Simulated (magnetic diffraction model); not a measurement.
# K4Cu3PbBr12: what an assumed order does to the neutron pattern

Space group Cmmm (no. 65), a = 10.4910 Å, b = 20.7010 Å, c = 5.2050 Å.

| site | atom | x | y | z |
| --- | --- | --- | --- | --- |
| 2a | Pb | 0 | 0 | 0 |
| 4j | Br | 0 | 0.2497 | 1/2 |
| 2d | Br | 0 | 0 | 1/2 |
| 2c | Br | 1/2 | 0 | 1/2 |
| 4i | Br | 0 | 0.1211 | 0 |
| 4i | Br | 1/2 | 0.1297 | 0 |
| 4e | Br | 3/4 | 1/4 | 0 |
| 4g | Br | 0.7522 | 0 | 0 |
| 4i | Cu | 1/2 | 0.2505 | 0 |
| 2b | Cu | 1/2 | 0 | 0 |
| 8q | K | 0.2523 | 0.1274 | 1/2 |

This is a made-up structure (elements placed in a structure type, unrelaxed), so the numbers test the method and describe no known phase.

Only Cu is taken to order (form factors of Cu2+); orders and moment sizes are assumed, and not adapted to the symmetry. Radiation: neutrons of λ = 2.41 Å, 5° to 45°; isotropic B of 0.28 Å² (Pb), 0.33 Å² (Br), 0.28 Å² (Cu) and 0.41 Å² (K). Simulated constant-wavelength pattern: nuclear and magnetic terms add, the magnetic one as |2.695 fm × Σ f S⊥ exp(2πi Q·r) exp(−B s²)|², summed over all Q at one angle with the factor 1/(sin²θ cos θ). For collinear order S is the moment m, which repeats by lattice and centring translations R with the sign exp(−2πi k·R). Free-ion form factors, Sears's scattering lengths of 1992, no absorption; a label names one of the reflections at its angle. The strongest nuclear line in the range is 100, and lines under 0.2 are left out.

Assume the order k = (0 0 0), collinear moments along [101], 0.81 μB on Cu; signs + at (1/2, 0.2505, 0), + at (1/2, 0, 0), + at (0, 0.2495, 0).

Predict the pattern, nuclear and magnetic parts apart.

```tsv
2θ (°)	index	nuclear	magnetic
13.37	(0 2 0)	0.2	0.9
14.80	(1 1 0)	1.7	0.5
24.13	(1 3 0)	1.3	0.4
26.56	(2 0 0)	100.0	0.4
26.77	(0 0 1)	98.5	1.4
26.93	(0 4 0)	98.2	1.8
29.85	(2 2 0)	0.3	0.1
30.04	(0 2 1)	0.3	0.3
30.72	(1 1 1)	1.0	0.4
36.35	(1 3 1)	1.1	0.3
38.07	(2 0 1)	20.1	0.8
38.18	(2 4 0)	20.3	1.0
38.34	(0 4 1)	20.1	1.4
40.52	(2 2 1)	0.1	0.2
40.88	(0 6 0)	0.3	0.1
40.91	(3 1 0)	0.2	0.0
```

The strongest magnetic line in the range is (0 4 0) at 26.93° (1.8). On top of the Lorentz factor, which all lines share, magnetic lines fade with angle because f falls: for Cu2+ it is 0.93, 0.75, 0.55 and 0.23 at sin θ/λ = 0.1, 0.2, 0.3 and 0.5 Å⁻¹, while nuclear lengths stay constant. The net moment is 2.43 μB a primitive cell.

[Logs are printed without paths, hosts, clocks, repeated set-up lines and the standing remarks that a program may print on its own settings, such as how far it seeks lower states.]
